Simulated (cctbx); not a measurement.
# Occupancies in BaPrCo2S6

Cell a = 4.6440 Å, b = 4.6440 Å, c = 9.2670 Å, α = 90.00°, β = 90.00°, γ = 90.00°; space group P4mm (no. 99); nominal formula BaPrCo2S6.

The data are simulated with cctbx, not measured: Cu Kα, λ = 1.54184 Å, to d = 0.8 Å, 50 % of the full sphere, strongest reflection 5000 counts, noise from counting, a 6 % proportional error and a noise floor of 4 counts (s.d.); no absorption.

With every site full:

```text
Rint 0.056, 281 unique reflections to 0.80 A
cycle     R1     wR2    GooF  max shift (A)
   1  0.1346  0.3045   4.358   0.02001
   4  0.0565  0.1372   1.964   0.00031
final R1 0.0565 wR2 0.1372 GooF 1.964  parameters 26  data/parameter 10.8
atom        x        y        z      Ueq    occ   su(xyz)  su(Uiso or U11)
Pr1    0.00000  0.00000  0.49935   0.0054  1.000  0.00055  0.0008
Ba1    0.00000  0.00000  0.99792   0.0121  1.000  0.00065  0.0009
Co2    0.50000  0.50000  0.25064  -0.0074  1.000  0.00202  0.0020  NPD
Co3    0.50000  0.50000  0.74335   0.0017  1.000  0.00247  0.0025
S1     0.50000  0.50000  0.01612   0.0093  1.000  0.00244  0.0028
S2     0.50000  0.50000  0.49631   0.0083  1.000  0.00295  0.0028
S3     0.50000  0.00000  0.27868   0.0068  1.000  0.00235  0.0051
S4     0.50000  0.00000  0.71922   0.0113  1.000  0.00274  0.0050
difference map: max 4.75 min -1.56 rms 0.49
Q1    0.5000  0.5000  0.2749    1    4.76  0.22 A from Co2
Q2    0.5000  0.5000  0.7176    1    3.46  0.24 A from Co3
Q3    0.0000  0.0000  0.5038    1    2.24  0.04 A from Pr1
Q4    0.5000  0.5000  0.0007    1    1.76  0.14 A from S1
Q5    0.5000  0.5000  0.4282    1    1.74  0.63 A from S2
Q6    0.5000  0.5000  0.1140    1    1.54  0.91 A from S1
```

With the occupancies of the suspect sites free, each still typed as its main element:

```text
Rint 0.056, 281 unique reflections to 0.80 A
cycle     R1     wR2    GooF  max shift (A)
   1  0.1161  0.2523   3.625   0.00584
  20  0.0286  0.0699   1.004   0.00013
final R1 0.0285 wR2 0.0697 GooF 1.001  parameters 28  data/parameter 10.0
atom        x        y        z      Ueq    occ   su(xyz)  su(Uiso or U11)
Pr1    0.00000  0.00000  0.49910   0.0094  1.000  0.00027  0.0005
Ba1    0.00000  0.00000  0.99841   0.0088  0.862  0.00036  0.0006
Co2    0.50000  0.50000  0.25119   0.0022  1.170  0.00100  0.0012
Co3    0.50000  0.50000  0.74338   0.0091  1.000  0.00147  0.0013
S1     0.50000  0.50000  0.01400   0.0126  1.000  0.00132  0.0015
S2     0.50000  0.50000  0.49620   0.0137  1.000  0.00162  0.0015
S3     0.50000  0.00000  0.27737   0.0138  1.000  0.00157  0.0025
S4     0.50000  0.00000  0.71850   0.0144  1.000  0.00162  0.0024
su of occupancy Ba1: 0.008
su of occupancy Co2: 0.020
difference map: max 1.00 min -1.34 rms 0.22
Q1    0.5000  0.5000  0.2681    1    1.01  0.16 A from Co2
Q2    0.1354  0.1354  0.9424    4    0.92  1.03 A from Ba1
Q3    0.5000  0.5000  0.3997    1    0.88  0.89 A from S2
Q4    0.5000  0.5000  0.1447    1    0.87  0.99 A from Co2
Q5    0.3816  0.3816  0.6091    4    0.80  1.30 A from S2
Q6    0.5000  0.5000  0.7082    1    0.77  0.33 A from Co3
```

**Question.** What is the disorder?

X-rays count electrons. Ba1 refines to 0.862(0.008), or 48.3 electrons; the site truly holds 0.8 Ba and 0.2 Co, 50.2 electrons, which is 0.896 of Ba; Co2 refines to 1.170(0.020), or 31.6 electrons; the site truly holds 0.8 Co and 0.2 Ba, 32.8 electrons, which is 1.215 of Co. A value under 1 can't tell vacancies from a lighter guest, and one over 1 needs a heavier guest; chemistry or a second radiation must settle which. Occupancy correlates with U and the scale, and the two elements' form factors differ in shape, so the match is approximate.

Freeing them takes R1 from 0.0565 to 0.0285 and GooF from 1.96 to 1.00.

The model is made up (kin elements in a known structure type, no relaxation), so it says nothing on whether the phase exists.

[Middle refinement cycles are left out of these outputs.]

[Logs are printed without paths, hosts, clocks, repeated set-up lines and the standing remarks that a program may print on its own settings, such as how far it seeks lower states.]
